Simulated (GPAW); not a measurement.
# B K-edge XANES of CrB (Cmcm), part 3 of 3

Aim: the near-edge shape at the B K edge of CrB (Cmcm), and what the core hole does to it.

GPAW 26.7.0; X-ray absorption from dipole matrix elements to empty bands, plane-wave PAW LDA.

So far. Step 5 (Spectrum with XCH, B atom 3): Main maxima below 24 eV (height): 3.3 eV (1.65) and 7.6 eV (1.57).  Step 5 (Spectrum with XCH, B atom 3): The total-energy difference is 185.19 eV.

**6. Reference energy of the supercell**

Level of this step: plane-wave PAW DFT, LDA, self-consistent field (GPAW).

The cell and mesh change for the next run, so it gets a reference energy of its own.

Input file scf.py:

```python
import numpy as np
from ase import Atoms
from ase.parallel import parprint, paropen
from gpaw import GPAW, PW, FermiDirac, Mixer, MixerDif, setup_paths
from gpaw.test import gen
setup_paths.insert(0, '.')
gen('B', name='nch1s', xcname='LDA', corehole=(1, 0, 0), write_xml=True)
from gpaw.mpi import world
world.barrier()

atoms = Atoms('Cr6B6',
    cell=[[-2.969, 0, -2.932],
     [-1.4845, -3.929, 2.932],
     [-1.4845, 3.929, 2.932]],
    scaled_positions=[[0.58333333, 0.56116667, 0.27216667],
     [0.25, 0.8945, 0.6055],
     [0.91666667, 0.22783333, 0.93883333],
     [0.41666667, 0.43883333, 0.72783333],
     [0.08333333, 0.77216667, 0.06116667],
     [0.75, 0.1055, 0.3945],
     [0.58333333, 0.85166667, 0.98166667],
     [0.25, 0.185, 0.315],
     [0.91666667, 0.51833333, 0.64833333],
     [0.41666667, 0.14833333, 0.01833333],
     [0.08333333, 0.48166667, 0.35166667],
     [0.75, 0.815, 0.685]],
    magmoms=[3.0, 3.0, 3.0, 3.0, 3.0, 3.0, 0.0, 0.0, 0.0, 0.0, 0.0, 0.0],
    pbc=True)
atoms.calc = calc = GPAW(legacy_gpaw=True, mode=PW(430), xc='LDA', setups={6: 'nch1s'},
    kpts={'size': (4, 4, 4), 'gamma': True}, occupations=FermiDirac(0.1),
    charge=0, mixer=MixerDif(0.05, 8, 50), maxiter=150,
    convergence={'density': 0.0001}, txt='scf.txt')
energy = atoms.get_potential_energy() + calc.get_reference_energy()
ef = calc.get_fermi_level()
out = dict(energy=energy, fermi=ef, forces=atoms.get_forces().tolist(), magmoms=atoms.get_magnetic_moments().tolist())
parprint(f'all-electron energy {energy:.4f} eV, Fermi level {ef:.4f} eV')
ev = np.array([[calc.get_eigenvalues(k, s) for k in range(len(calc.get_ibz_k_points()))] for s in range(calc.get_number_of_spins())])
out['homo'], out['lumo'], out['counts'] = ev[ev < ef].max(), ev[ev > ef].min(), sorted(set((ev < ef).sum((0, 2)).tolist()))
out['filled'] = (ev[:, 0] < ef).sum(1).tolist()
import json
with paropen('out.json', 'w') as f:
    json.dump(out, f)
```

Command:

```bash
$ OMP_NUM_THREADS=1 mpirun -n 4 gpaw python scf.py
```

Numbers of over 12 decimals in the logs are rounded to 6 here.

Output:

```text
Input parameters:
  convergence: {density: 0.0001}
  kpts: {gamma: True,
         size: (4, 4, 4)}
  maxiter: 150
  mixer: {backend: pulay,
          beta: 0.05,
          method: difference,
          nmaxold: 8,
          weight: 50}
  mode: {ecut: 430.0,
         name: pw}
  occupations: {fixmagmom: False,
                name: fermi-dirac,
                width: 0.1}
  setups: {6: nch1s}

Initialize ...

[...]
2s(2) :    -0.344821     1.005361
*s    :     0.655179
2p(1) :    -0.136481     0.982498
*p    :     0.863519
*d    :     0.000000
--------------------------------

Diagonalizing with gridspacing h=0.050

state   all-electron     PAW
-------------------------------
2s:      -0.344821    -0.345234
2p:      -0.136481    -0.136840
*d:                    0.041809
*f:                    0.072211
-------------------------------
all-electron energy -175250.1173 eV, Fermi level 11.5468 eV
[key lines of the parts left out:]
Converged after 53 iterations.
Dipole moment: (-0.000000, -0.000000, -0.000000) |e|*Ang
Free energy:   -114.491061
Fermi level: 11.54676
```

The job ended after 2.3 min (4 MPI ranks of Arm Neoverse V1, shared host; peak memory 0.33 GiB; 9.2 min of CPU time).

**7. Spectrum with XCH, B atom 3**

A smaller cell brings the holes closer; here they are 4.2 Å apart.

Changed against the first core-hole run: supercell atoms from 28 to 12; the field's mesh follows (3×3×3 to 4×4×4).

Input file xas.py:

```python
import numpy as np
from ase import Atoms
from ase.parallel import parprint, paropen
from gpaw import GPAW, PW, FermiDirac, Mixer, MixerDif, setup_paths
from gpaw.test import gen
setup_paths.insert(0, '.')
gen('B', name='fch1s', xcname='LDA', corehole=(1, 0, 1), write_xml=True)
from gpaw.mpi import world
world.barrier()

atoms = Atoms('Cr6B6',
    cell=[[-2.969, 0, -2.932],
     [-1.4845, -3.929, 2.932],
     [-1.4845, 3.929, 2.932]],
    scaled_positions=[[0.58333333, 0.56116667, 0.27216667],
     [0.25, 0.8945, 0.6055],
     [0.91666667, 0.22783333, 0.93883333],
     [0.41666667, 0.43883333, 0.72783333],
     [0.08333333, 0.77216667, 0.06116667],
     [0.75, 0.1055, 0.3945],
     [0.58333333, 0.85166667, 0.98166667],
     [0.25, 0.185, 0.315],
     [0.91666667, 0.51833333, 0.64833333],
     [0.41666667, 0.14833333, 0.01833333],
     [0.08333333, 0.48166667, 0.35166667],
     [0.75, 0.815, 0.685]],
    magmoms=[3.0, 3.0, 3.0, 3.0, 3.0, 3.0, 0.0, 0.0, 0.0, 0.0, 0.0, 0.0],
    pbc=True)
atoms.calc = calc = GPAW(legacy_gpaw=True, mode=PW(430), xc='LDA', setups={6: 'fch1s'},
    kpts={'size': (4, 4, 4), 'gamma': True}, occupations=FermiDirac(0.1),
    charge=-1, mixer=MixerDif(0.05, 8, 50), maxiter=150,
    convergence={'density': 0.0001}, txt='scf.txt')
energy = atoms.get_potential_energy() + calc.get_reference_energy()
ef = calc.get_fermi_level()
out = dict(energy=energy, fermi=ef, forces=atoms.get_forces().tolist(), magmoms=atoms.get_magnetic_moments().tolist())
parprint(f'all-electron energy {energy:.4f} eV, Fermi level {ef:.4f} eV')
ev = np.array([[calc.get_eigenvalues(k, s) for k in range(len(calc.get_ibz_k_points()))] for s in range(calc.get_number_of_spins())])
out['homo'], out['lumo'], out['counts'] = ev[ev < ef].max(), ev[ev > ef].min(), sorted(set((ev < ef).sum((0, 2)).tolist()))
out['filled'] = (ev[:, 0] < ef).sum(1).tolist()

from ase.units import Ha
from gpaw.xas import dipole_matrix_elements
nb = int(calc.get_number_of_electrons() / 2) + 94
top, nb = nb, nb + 8 + nb // 12
nscf = calc.fixed_density(kpts={'size': (5, 4, 4), 'gamma': True}, nbands=nb,
    convergence={'bands': top, 'eigenstates': 1e-5}, maxiter=60, txt='nscf.txt')
cell = atoms.cell.array
ops = [cell.T @ U.T @ np.linalg.inv(cell.T) for U in nscf.wfs.kd.symmetry.op_scc]
E = np.arange(-6, 34, 0.1)
fwhm = np.interp(E, [4, 25], [0.9, 3.5])
Y, X, zero, highest = 0, 0, 1e9, 1e9
for spin in range(nscf.get_number_of_spins()):
    wfs = nscf.wfs
    A = dipole_matrix_elements(wfs.setups[6])
    eps = np.zeros((wfs.kd.nibzkpts, nb))
    d = np.zeros((3, A.shape[1], wfs.kd.nibzkpts, nb), complex)
    for kpt in wfs.kpt_u:
        if kpt.s == spin and 6 in kpt.P_ani:
            eps[kpt.k] = kpt.eps_n * Ha
            d[:, :, kpt.k] = (kpt.weight * wfs.nspins / 2) ** 0.5 * np.inner(A, kpt.P_ani[6])
    world.sum(eps)
    world.sum(d)
    T = np.einsum('amkn,bmkn->abkn', d, d.conj()).real
    T = sum(np.einsum('ai,ijkn,bj->abkn', R, T, R) for R in ops) / len(ops)
    empty = eps > ef
    zero, highest = min(zero, eps[empty].min()), min(highest, eps[:, top - 1].min())
    lines = [(eps, T, empty)] if spin == 0 else lines + [(eps, T, empty)]
for eps, T, empty in lines:
    f = np.einsum('aakn->akn', T).reshape(3, -1)
    x = eps.ravel() - zero
    w = np.interp(x, E, fwhm) / 2.35482
    g = np.exp(-0.5 * ((E[:, None] - x) / w) ** 2) / (w * (2 * np.pi) ** 0.5)
    Y = Y + (f * empty.ravel()) @ g.T
    X = X + (f * ~empty.ravel()) @ g.T
out.update(E=E.round(2).tolist(), xas=Y.tolist(), xes=X.tolist(), zero=zero, valid=highest - zero, nk=len(eps), nb=nb)
for i in range(0, len(E), 10):
    parprint(f'{E[i]:7.2f}', *(f'{v:10.3e}' for v in Y[:, i]))
import json
with paropen('out.json', 'w') as f:
    json.dump(out, f)
```

Command:

```bash
$ OMP_NUM_THREADS=1 mpirun -n 4 gpaw python xas.py
```

Output:

```text
Input parameters:
  charge: -1
  convergence: {density: 0.0001}
  kpts: {gamma: True,
         size: (4, 4, 4)}
  maxiter: 150
  mixer: {backend: pulay,
          beta: 0.05,
          method: difference,
          nmaxold: 8,
          weight: 50}
  mode: {ecut: 430.0,
         name: pw}
  occupations: {fixmagmom: False,
                name: fermi-dirac,
                width: 0.1}
  setups: {6: fch1s}

[...]
2s:      -0.864526    -0.865247
2p:      -0.653666    -0.654690
*d:                   -0.075592
*f:                   -0.015154
-------------------------------
all-electron energy -175064.9491 eV, Fermi level 11.7275 eV
  -6.00  5.743e-59  6.498e-59  3.121e-59
  -5.00  1.563e-42  1.592e-42  7.998e-43
  -4.00  4.687e-29  4.292e-29  2.272e-29
  -3.00  1.572e-18  1.307e-18  7.412e-19
[...]
32.00  5.328e-04  4.712e-04  4.513e-04
  33.00  5.331e-04  4.482e-04  4.088e-04
[key lines of the parts left out:]
Converged after 60 iterations.
Dipole moment: (-0.251054, 0.494607, 0.395090) |e|*Ang
Free energy:   -134.178741
Fermi level: 11.72752
```

Wall time 4.4 min (4 MPI ranks); peak memory 0.54 GiB; 18 min of CPU time.

These settings depart from the first run's and aren't meant as converged.

Against the first run the r.m.s. difference is 5 %. The highest intensity below 16 eV goes from 3.3 eV (1.65) to 3.7 eV (1.74).

```
E (eV)  first run  this run
  -2.0       0.00      0.00
  -0.5       0.05      0.05
   1.0       0.87      0.88
   2.5       1.21      1.19
   4.0       1.51      1.68
   5.5       0.99      0.93
   7.0       1.25      1.29
   8.5       1.31      1.28
  10.0       1.21      1.25
  11.5       1.03      1.01
  13.0       0.86      0.85
  14.5       0.82      0.81
  16.0       0.72      0.74
  17.5       0.71      0.70
  19.0       0.64      0.65
  20.5       0.57      0.55
  22.0       0.40      0.38
  23.5       0.37      0.38
  25.0       0.45      0.45
  26.5       0.51      0.51
```

**8. Reference energy of the supercell**

The cell, mesh and cutoff change for the next run, so it gets a reference energy of its own.

Input file scf.py:

```python
import numpy as np
from ase import Atoms
from ase.parallel import parprint, paropen
from gpaw import GPAW, PW, FermiDirac, Mixer, MixerDif, setup_paths
from gpaw.test import gen
setup_paths.insert(0, '.')
gen('B', name='nch1s', xcname='LDA', corehole=(1, 0, 0), write_xml=True)
from gpaw.mpi import world
world.barrier()

atoms = Atoms('Cr14B14',
    cell=[[-5.938, 0, 2.932],
     [-4.4535, 3.929, -2.932],
     [-4.4535, -3.929, -2.932]],
    scaled_positions=[[0.96428571, 0.21264286, 0.50164286],
     [0.25, 0.3555, 0.6445],
     [0.53571429, 0.49835714, 0.78735714],
     [0.10714286, 0.78407143, 0.07307143],
     [0.82142857, 0.64121429, 0.93021429],
     [0.39285714, 0.92692857, 0.21592857],
     [0.67857143, 0.06978571, 0.35878571],
     [0.17857143, 0.35878571, 0.06978571],
     [0.46428571, 0.50164286, 0.21264286],
     [0.75, 0.6445, 0.3555],
     [0.32142857, 0.93021429, 0.64121429],
     [0.03571429, 0.78735714, 0.49835714],
     [0.60714286, 0.07307143, 0.78407143],
     [0.89285714, 0.21592857, 0.92692857],
     [0.96428571, 0.92214286, 0.79214286],
     [0.25, 0.065, 0.935],
     [0.53571429, 0.20785714, 0.07785714],
     [0.10714286, 0.49357143, 0.36357143],
     [0.82142857, 0.35071429, 0.22071429],
     [0.39285714, 0.63642857, 0.50642857],
     [0.67857143, 0.77928571, 0.64928571],
     [0.17857143, 0.64928571, 0.77928571],
     [0.46428571, 0.79214286, 0.92214286],
     [0.75, 0.935, 0.065],
     [0.32142857, 0.22071429, 0.35071429],
     [0.03571429, 0.07785714, 0.20785714],
     [0.60714286, 0.36357143, 0.49357143],
     [0.89285714, 0.50642857, 0.63642857]],
    magmoms=[3.0, 3.0, 3.0, 3.0, 3.0, 3.0, 3.0, 3.0, 3.0, 3.0, 3.0, 3.0, 3.0, 3.0, 0.0, 0.0, 0.0, 0.0, 0.0, 0.0, 0.0, 0.0, 0.0, 0.0, 0.0, 0.0, 0.0, 0.0],
    pbc=True)
atoms.calc = calc = GPAW(legacy_gpaw=True, mode=PW(120), xc='LDA', setups={14: 'nch1s'},
    kpts={'size': (3, 3, 3), 'gamma': True}, occupations=FermiDirac(0.1),
    charge=0, mixer=MixerDif(0.05, 8, 50), maxiter=150,
    convergence={'density': 0.0001}, txt='scf.txt')
energy = atoms.get_potential_energy() + calc.get_reference_energy()
ef = calc.get_fermi_level()
out = dict(energy=energy, fermi=ef, forces=atoms.get_forces().tolist(), magmoms=atoms.get_magnetic_moments().tolist())
parprint(f'all-electron energy {energy:.4f} eV, Fermi level {ef:.4f} eV')
ev = np.array([[calc.get_eigenvalues(k, s) for k in range(len(calc.get_ibz_k_points()))] for s in range(calc.get_number_of_spins())])
out['homo'], out['lumo'], out['counts'] = ev[ev < ef].max(), ev[ev > ef].min(), sorted(set((ev < ef).sum((0, 2)).tolist()))
out['filled'] = (ev[:, 0] < ef).sum(1).tolist()
import json
with paropen('out.json', 'w') as f:
    json.dump(out, f)
```

Command:

```bash
$ OMP_NUM_THREADS=1 mpirun -n 4 gpaw python scf.py
```

Output:

```text
Input parameters:
  convergence: {density: 0.0001}
  kpts: {gamma: True,
         size: (3, 3, 3)}
  maxiter: 150
  mixer: {backend: pulay,
          beta: 0.05,
          method: difference,
          nmaxold: 8,
          weight: 50}
  mode: {ecut: 120.0,
         name: pw}
  occupations: {fixmagmom: False,
                name: fermi-dirac,
                width: 0.1}
  setups: {14: nch1s}

Initialize ...

[...]
2s(2) :    -0.344821     1.005361
*s    :     0.655179
2p(1) :    -0.136481     0.982498
*p    :     0.863519
*d    :     0.000000
--------------------------------

Diagonalizing with gridspacing h=0.050

state   all-electron     PAW
-------------------------------
2s:      -0.344821    -0.345234
2p:      -0.136481    -0.136840
*d:                    0.041809
*f:                    0.072211
-------------------------------
all-electron energy -408634.0803 eV, Fermi level 13.3370 eV
[key lines of the parts left out:]
Converged after 19 iterations.
Dipole moment: (0.000000, -0.000000, 0.000000) |e|*Ang
Free energy:    +15.824320
Fermi level: 13.33695
```

The job ended after 54 s (4 MPI ranks; peak memory 0.3 GiB; 3.6 min of CPU time).

The run finished; it serves as a test, and its numbers are not taken as the result.

**9. Spectrum with XCH, B atom 3**

Another set-up is tried: cutoff (eV) to 120.

xas.py: that of step 7 with these lines changed.

```diff
@@ -10,22 +10,38 @@
 
-atoms = Atoms('Cr6B6',
-    cell=[[-2.969, 0, -2.932],
-     [-1.4845, -3.929, 2.932],
-     [-1.4845, 3.929, 2.932]],
-    scaled_positions=[[0.58333333, 0.56116667, 0.27216667],
-     [0.25, 0.8945, 0.6055],
-     [0.91666667, 0.22783333, 0.93883333],
-     [0.41666667, 0.43883333, 0.72783333],
-     [0.08333333, 0.77216667, 0.06116667],
-     [0.75, 0.1055, 0.3945],
-     [0.58333333, 0.85166667, 0.98166667],
-     [0.25, 0.185, 0.315],
-     [0.91666667, 0.51833333, 0.64833333],
-     [0.41666667, 0.14833333, 0.01833333],
-     [0.08333333, 0.48166667, 0.35166667],
-     [0.75, 0.815, 0.685]],
-    magmoms=[3.0, 3.0, 3.0, 3.0, 3.0, 3.0, 0.0, 0.0, 0.0, 0.0, 0.0, 0.0],
+atoms = Atoms('Cr14B14',
+    cell=[[-5.938, 0, 2.932],
+     [-4.4535, 3.929, -2.932],
+     [-4.4535, -3.929, -2.932]],
+    scaled_positions=[[0.96428571, 0.21264286, 0.50164286],
+     [0.25, 0.3555, 0.6445],
+     [0.53571429, 0.49835714, 0.78735714],
+     [0.10714286, 0.78407143, 0.07307143],
+     [0.82142857, 0.64121429, 0.93021429],
+     [0.39285714, 0.92692857, 0.21592857],
+     [0.67857143, 0.06978571, 0.35878571],
+     [0.17857143, 0.35878571, 0.06978571],
+     [0.46428571, 0.50164286, 0.21264286],
+     [0.75, 0.6445, 0.3555],
+     [0.32142857, 0.93021429, 0.64121429],
+     [0.03571429, 0.78735714, 0.49835714],
+     [0.60714286, 0.07307143, 0.78407143],
+     [0.89285714, 0.21592857, 0.92692857],
+     [0.96428571, 0.92214286, 0.79214286],
+     [0.25, 0.065, 0.935],
+     [0.53571429, 0.20785714, 0.07785714],
+     [0.10714286, 0.49357143, 0.36357143],
+     [0.82142857, 0.35071429, 0.22071429],
+     [0.39285714, 0.63642857, 0.50642857],
+     [0.67857143, 0.77928571, 0.64928571],
+     [0.17857143, 0.64928571, 0.77928571],
+     [0.46428571, 0.79214286, 0.92214286],
+     [0.75, 0.935, 0.065],
+     [0.32142857, 0.22071429, 0.35071429],
+     [0.03571429, 0.07785714, 0.20785714],
+     [0.60714286, 0.36357143, 0.49357143],
+     [0.89285714, 0.50642857, 0.63642857]],
+    magmoms=[3.0, 3.0, 3.0, 3.0, 3.0, 3.0, 3.0, 3.0, 3.0, 3.0, 3.0, 3.0, 3.0, 3.0, 0.0, 0.0, 0.0, 0.0, 0.0, 0.0, 0.0, 0.0, 0.0, 0.0, 0.0, 0.0, 0.0, 0.0],
     pbc=True)
-atoms.calc = calc = GPAW(legacy_gpaw=True, mode=PW(430), xc='LDA', setups={6: 'fch1s'},
-    kpts={'size': (4, 4, 4), 'gamma': True}, occupations=FermiDirac(0.1),
+atoms.calc = calc = GPAW(legacy_gpaw=True, mode=PW(120), xc='LDA', setups={14: 'fch1s'},
+    kpts={'size': (3, 3, 3), 'gamma': True}, occupations=FermiDirac(0.1),
     charge=-1, mixer=MixerDif(0.05, 8, 50), maxiter=150,
@@ -42,5 +58,5 @@
 from gpaw.xas import dipole_matrix_elements
-nb = int(calc.get_number_of_electrons() / 2) + 94
+nb = int(calc.get_number_of_electrons() / 2) + 215
 top, nb = nb, nb + 8 + nb // 12
-nscf = calc.fixed_density(kpts={'size': (5, 4, 4), 'gamma': True}, nbands=nb,
+nscf = calc.fixed_density(kpts={'size': (4, 4, 4), 'gamma': True}, nbands=nb,
     convergence={'bands': top, 'eigenstates': 1e-5}, maxiter=60, txt='nscf.txt')
@@ -53,3 +69,3 @@
     wfs = nscf.wfs
-    A = dipole_matrix_elements(wfs.setups[6])
+    A = dipole_matrix_elements(wfs.setups[14])
     eps = np.zeros((wfs.kd.nibzkpts, nb))
@@ -57,5 +73,5 @@
     for kpt in wfs.kpt_u:
-        if kpt.s == spin and 6 in kpt.P_ani:
+        if kpt.s == spin and 14 in kpt.P_ani:
             eps[kpt.k] = kpt.eps_n * Ha
-            d[:, :, kpt.k] = (kpt.weight * wfs.nspins / 2) ** 0.5 * np.inner(A, kpt.P_ani[6])
+            d[:, :, kpt.k] = (kpt.weight * wfs.nspins / 2) ** 0.5 * np.inner(A, kpt.P_ani[14])
     world.sum(eps)
```

Command:

```bash
$ OMP_NUM_THREADS=1 mpirun -n 4 gpaw python xas.py
```

Output:

```text
Input parameters:
  charge: -1
  convergence: {density: 0.0001}
  kpts: {gamma: True,
         size: (3, 3, 3)}
  maxiter: 150
  mixer: {backend: pulay,
          beta: 0.05,
          method: difference,
          nmaxold: 8,
          weight: 50}
  mode: {ecut: 120.0,
         name: pw}
  occupations: {fixmagmom: False,
                name: fermi-dirac,
                width: 0.1}
  setups: {14: fch1s}

[...]
2s:      -0.864526    -0.865247
2p:      -0.653666    -0.654690
*d:                   -0.075592
*f:                   -0.015154
-------------------------------
all-electron energy -408443.4350 eV, Fermi level 13.4556 eV
  -6.00  2.570e-59  2.232e-59  2.972e-59
  -5.00  6.935e-43  5.936e-43  7.391e-43
  -4.00  2.086e-29  1.720e-29  2.028e-29
  -3.00  7.184e-19  5.522e-19  6.314e-19
[...]
32.00  3.506e-04  3.684e-04  3.369e-04
  33.00  3.347e-04  3.479e-04  3.007e-04
[key lines of the parts left out:]
Converged after 21 iterations.
Dipole moment: (-2.208441, 0.483910, 0.253825) |e|*Ang
Free energy:     +1.612016
Fermi level: 13.45559
```

Run time: 4.4 min. Hardware: 4 MPI ranks; peak memory 0.5 GiB; 18 min of CPU time.

The run finished. A setting was moved off its sound value on purpose, so it serves as a test and not as the result.

The fault put into the input: the cutoff is far too low.

The scaled spectrum changes by 23 % r.m.s. Another feature, at 4.5 eV (1.30), becomes the highest below 16 eV; the one at 3.3 eV (1.65) is now at 3.0 eV (1.20).

```
E (eV)  first run  this run
  -2.0       0.00      0.00
  -0.5       0.05      0.05
   1.0       0.87      0.46
   2.5       1.21      1.04
   4.0       1.51      1.20
   5.5       0.99      1.18
   7.0       1.25      1.24
   8.5       1.31      1.10
  10.0       1.21      1.14
  11.5       1.03      1.09
  13.0       0.86      1.06
  14.5       0.82      1.01
  16.0       0.72      0.95
  17.5       0.71      0.88
  19.0       0.64      0.74
  20.5       0.57      0.60
  22.0       0.40      0.51
  23.5       0.37      0.50
  25.0       0.45      0.53
  26.5       0.51      0.57
```

**10. With and without the hole**

Both curves are counted from their own zero, so only the shift of weight within the empty states shows.

```
E (eV)  no hole   XCH
  -2.0     0.00  0.00
  -1.0     0.00  0.00
   0.0     0.16  0.29
   1.0     0.44  0.87
   2.0     0.59  1.02
   3.0     0.78  1.55
   4.0     0.92  1.51
   5.0     0.97  1.24
   6.0     1.29  0.75
   7.0     1.00  1.25
   8.0     0.81  1.48
   9.0     1.01  1.25
  10.0     1.17  1.21
  11.0     1.37  1.12
  12.0     1.45  0.92
  13.0     1.19  0.86
  14.0     1.15  0.86
  15.0     1.16  0.76
  16.0     1.04  0.72
  17.0     1.01  0.72
  18.0     1.02  0.68
  19.0     0.98  0.64
  20.0     0.93  0.61
  21.0     0.84  0.51
  22.0     0.67  0.40
  23.0     0.53  0.36
  24.0     0.49  0.40
  25.0     0.52  0.45
  26.0     0.55  0.49
  27.0     0.59  0.53
```

With each curve scaled to its own mean, the area from −2 to 6 eV with the hole is 6.9 against 4.5, and the centre of weight from −1 to 20 eV moves by -1.8 eV: the hole pulls the absorber's empty states down.

**11. Outcome**

* absorber and edge: B K, atom 3 of the ground-state input (counted from 1)
* surroundings: 2 B at 1.79 Å, 4 Cr at 2.18 Å, 2 Cr at 2.22 Å and 1 Cr at 2.28 Å (9-fold, site symmetry m2m)
* highest intensity below 16 eV: 3.3 eV above the zero, height 1.65
* photon energy of the zero (spin-polarised hole, raw): 185.2 eV (LDA puts this hole about 2 eV below PBE, itself good to a few eV)

**Reading.** The B K edge of atom 3, with 2 B at 1.79 Å, 4 Cr at 2.18 Å, 2 Cr at 2.22 Å and 1 Cr at 2.28 Å (9-fold, site symmetry m2m), has its highest intensity of the first 16 eV at 3.3 eV above the zero, near 188 eV in photon energy (LDA puts this hole about 2 eV below PBE, itself good to a few eV), 1.7 times the mean level of the first 20 eV (Gaussian full width 0.9 eV up to 4 eV, rising linearly to 3.5 eV at 25 eV). With each curve scaled to its own mean, the area from −2 to 6 eV with the hole is 6.9 against 4.5, and the centre of weight from −1 to 20 eV moves by -1.8 eV: the hole pulls the absorber's empty states down. A cell with holes 4.2 Å apart changes the curve by 5 % r.m.s. (5 % after the best shift). At the B K edge of atom 3 polarisation matters most near 4.8 eV, where the curves differ by 2.8 on this scale. The hole lies in one spin channel, while the script sums the empty states of both and takes the lower zero; where the two channels are split, this blurs and shifts the curve. The starting moments shrank to 0.00 μB or less, so this is hardly a magnetic state. The mesh is coarse (0.27 Å⁻¹ between points), so small maxima may be mesh ripples. The structure is a published determination, not relaxed.

[Banner, clock and machine lines of the logs are left out without a mark of their own.]

[Logs are printed without paths, hosts, clocks, repeated set-up lines and the standing remarks that a program may print on its own settings, such as how far it seeks lower states.]

[Hosts, paths, dates, database ids (printed as entryN), source tags and the programs' standing remarks are cut or masked in the printed files.]

[Lists of maxima count a maximum above −3 eV only where it reaches 4 % of the highest in the window and stands out from its surroundings by 2 % of it (1.5 % where it reaches 55 %); shoulders and weaker maxima are passed over, and of the rest the first, up to two pre-edge ones and the few strongest are named.]
